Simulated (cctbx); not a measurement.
**MnWS3: solution and refinement**

Cell a = 6.3570 Å, b = 6.3570 Å, c = 17.1680 Å, α = 90.00°, β = 90.00°, γ = 120.00°; space group R-3 (no. 148); content W6 Mn6 S18.

Simulated single-crystal data (cctbx): synchrotron X-rays, λ = 0.7749 Å, to d = 0.8 Å, 95 % of the full sphere, strongest reflection 5000 counts, noise from counting, a 2 % proportional error and a noise floor of 4 counts (s.d.); no absorption.

2 earlier starts (other random phases, and plain and normalised amplitudes in turn) led nowhere (symmetry correlation 0.74 and 0.83).

Charge flipping in P1 on plain amplitudes to 0.8 Å, δ = 0.9 σ, 30 % of the reflections treated as weak, 450 cycles:

```text
cycle      R  skewness
    0  0.511     0.33
   37  0.369     2.04
   74  0.367     2.64
  111  0.337     7.00
  148  0.319     6.70
  185  0.327     5.79
  222  0.323     6.21
  259  0.339     5.73
  296  0.329     6.02
  333  0.317     6.51
  370  0.331     6.15
  407  0.308     6.56
  444  0.317     6.57
origin shift          correlation  skewness
 0.221  0.616  0.076      0.841      4.87
 0.215  0.616  0.324      0.827      3.43
 0.213  0.612  0.473      0.799      3.52
 0.214  0.615  0.447      0.801      3.50
taken: symmetry correlation 0.841, skewness 4.87
peak      x       y       z  mult  height/sigma
Q1    0.0000  0.0000  0.3529    6     16.8
Q2    0.0000  0.0000  0.1424    6      9.0
Q3    0.0233  0.4000  0.0809   18      3.7
Q4    0.0604  0.2831  0.7070   18      3.4
Q5    0.0000  0.0000  0.4256    6      2.5
Q6    0.9832  0.3926  0.8587   18      2.4
Q7    0.0119  0.7986  0.1587   18      2.1
Q8    0.0287  0.8350  0.6634   18      1.8
```

The origin is taken among those within 0.04 of the best correlation, by the skewness of the map.

It took 0.66 s on 1 thread of Arm Neoverse N1, with other jobs on the host, peak memory 0.08 GiB.

Q: Assign the peaks.

Heights go roughly as Z and multiplicities must add up to the content. First model: Q1 = W1 (6 in the cell, height 16.8), Q2 = Mn1 (6 in the cell, height 9.0) and Q3 = S1 (18 in the cell, height 3.7). Against the true structure, Q1 is W, Q2 is Mn and Q3 is S; the other peaks are not atoms.

Least squares on F², isotropic:

```text
Rint 0.034, 276 unique reflections to 0.80 A
cycle     R1     wR2    GooF  max shift (A)
   1  0.1823  0.4004  15.837   0.25676
   3  0.0623  0.1471   5.820   0.00001
final R1 0.0623 wR2 0.1471 GooF 5.820  parameters 8  data/parameter 34.5
atom        x        y        z      Ueq    occ   su(xyz)  su(Uiso or U11)
W1     0.00000  0.00000  0.35223   0.0165  1.000  0.00009  0.0006
Mn1    0.00000  0.00000  0.14254   0.0139  1.000  0.00032  0.0011
S1    -0.01663  0.35858  0.08034   0.0293  1.000  0.00125  0.0014
difference map: max 11.28 min -5.38 rms 0.75
Q1    0.0000  0.0000  0.3798    6   11.38  0.47 A from W1
Q2    0.0000  0.0000  0.3234    6   11.21  0.50 A from W1
Q3    0.0025  0.2875  0.0879   18    3.49  0.54 A from S1
Q4    0.0355  0.5668  0.9274   18    3.28  0.56 A from S1
Q5    0.0000  0.0000  0.1206    6    1.94  0.38 A from Mn1
```

Anisotropic refinement:

```text
Rint 0.034, 276 unique reflections to 0.80 A
cycle     R1     wR2    GooF  max shift (A)
   1  0.0624  0.1471   5.898   0.00441
   2  0.0093  0.0204   0.818   0.00000
final R1 0.0093 wR2 0.0204 GooF 0.818  parameters 15  data/parameter 18.4
atom        x        y        z      Ueq    occ   su(xyz)  su(Uiso or U11)
W1     0.00000  0.00000  0.35230   0.0160  1.000  0.00001  0.0001
Mn1    0.00000  0.00000  0.14228   0.0140  1.000  0.00005  0.0002
S1    -0.01611  0.35863  0.08049   0.0311  1.000  0.00018  0.0004
difference map: max 0.43 min -0.47 rms 0.13
Q1    0.0345  0.8306  0.4262   18    0.44  1.52 A from S1
Q2    0.0299  0.8953  0.5983   18    0.41  1.15 A from W1
Q3    0.0674  0.5617  0.8373   18    0.40  1.55 A from Mn1
Q4    0.0052  0.4690  0.5482   18    0.40  1.48 A from S1
Q5    0.0000  0.0000  0.0644    6    0.39  1.34 A from Mn1
Q6    0.0497  0.8195  0.5769   18    0.37  0.94 A from S1
```

**Reading.** The refinement ends at R1 = 0.0093, wR2 = 0.0204, GooF = 0.82, with difference density between -0.47 and 0.43 e/Å³. Every site matches the true model in element, within 0.001 Å r.m.s., up to an allowed shift of origin.

True model:

| atom | mult. | x | y | z | Ueq (Å²) |
| --- | --- | --- | --- | --- | --- |
| W1 | 6 | 2/3 | 1/3 | 0.1856 | 0.0160 |
| Mn1 | 6 | 1/3 | 2/3 | 0.3089 | 0.0138 |
| S1 | 18 | 0.6917 | 0.0412 | 0.0861 | 0.0310 |

This is a model crystal, built by substitution and not relaxed, with assumed displacement parameters.

[Middle refinement cycles are left out of these outputs.]

[Logs are printed without paths, hosts, clocks, repeated set-up lines and the standing remarks that a program may print on its own settings, such as how far it seeks lower states.]
